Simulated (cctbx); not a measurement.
**Diagnosing a refinement**

Cell a = 6.7240 Å, b = 4.1920 Å, c = 7.6140 Å, α = 90.00°, β = 90.00°, γ = 90.00°; space group Pnma (no. 62). The compound is GaNiBi.

The data are simulated with cctbx, not measured: Cu Kα, λ = 1.54184 Å, to d = 0.8 Å, 70 % of the full sphere, strongest reflection 40000 counts, noise from counting, a 2 % proportional error and a noise floor of 15 counts (s.d.); no absorption.

An anisotropic refinement with weights 1/σ² prints:

```text
Rint 0.019, 249 unique reflections to 0.80 A
cycle     R1     wR2    GooF  max shift (A)
   1  0.0626  0.1420   8.007   0.00513
   2  0.0149  0.0344   1.939   0.00001
final R1 0.0149 wR2 0.0344 GooF 1.939  parameters 18  data/parameter 13.8
atom        x        y        z      Ueq    occ   su(xyz)  su(Uiso or U11)
Bi1    0.96152  0.75000  0.31577   0.0117  1.000  0.00006  0.0002
Ga1    0.84743  0.75000  0.93684   0.0245  1.000  0.00021  0.0007
Ni1    0.77478  0.25000  0.11808   0.0341  1.000  0.00027  0.0010
difference map: max 0.97 min -1.69 rms 0.32
Q1    0.0803  0.2500  0.6757    4    0.97  0.29 A from Bi1
Q2    0.2475  0.1373  0.5136    8    0.82  1.12 A from Ni1
Q3    0.1128  0.7500  0.5353    4    0.81  1.59 A from Ga1
Q4    0.2185  0.6375  0.2542    8    0.73  1.78 A from Bi1
Q5    0.1767  0.2500  0.9347    4    0.70  0.99 A from Ga1
Q6    0.0974  0.2500  0.3818    4    0.61  1.19 A from Ni1
```

**Question.** Can this result stand? If not, what is the likely fault?

Mend it. The fault: dispersion terms of the wrong wavelength (0.71073 Å). Against the right model at the same level, R1 goes from 0.0072 to 0.0149 and GooF from 0.85 to 1.94, U of Ni1 swells from 0.0188 to 0.0341 Å² and U of Ga1 swells from 0.0194 to 0.0245 Å². f′ and f″ must be those of the data's wavelength; the error mimics a mistyped heavy atom. The signs are weak, and the output alone doesn't single this fault out.

The compound is GaNiBi. The right model at the same level gives:

```text
Rint 0.019, 249 unique reflections to 0.80 A
cycle     R1     wR2    GooF  max shift (A)
   1  0.0331  0.0730   4.118   0.00320
   2  0.0072  0.0151   0.850   0.00000
final R1 0.0072 wR2 0.0151 GooF 0.850  parameters 18  data/parameter 13.8
atom        x        y        z      Ueq    occ   su(xyz)  su(Uiso or U11)
Bi1    0.96149  0.75000  0.31577   0.0119  1.000  0.00002  0.0001
Ga1    0.84755  0.75000  0.93670   0.0194  1.000  0.00009  0.0003
Ni1    0.77503  0.25000  0.11823   0.0188  1.000  0.00012  0.0004
difference map: max 0.75 min -0.69 rms 0.18
Q1    0.1982  0.2500  0.0958    4    0.76  0.39 A from Ga1
Q2    0.1118  0.7500  0.5100    4    0.67  1.64 A from Ga1
Q3    0.1788  0.2500  0.9568    4    0.61  0.83 A from Ga1
Q4    0.9905  0.2500  0.0260    4    0.56  1.13 A from Ga1
Q5    0.0960  0.2500  0.5809    4    0.56  0.88 A from Bi1
Q6    0.9976  0.0854  0.3777    8    0.53  1.50 A from Bi1
```

The model was made for the exercise: a known structure type with other elements put in, its volume estimated, not relaxed; displacement parameters are assumed.

[Middle refinement cycles are left out of these outputs.]

[Logs are printed without paths, hosts, clocks, repeated set-up lines and the standing remarks that a program may print on its own settings, such as how far it seeks lower states.]
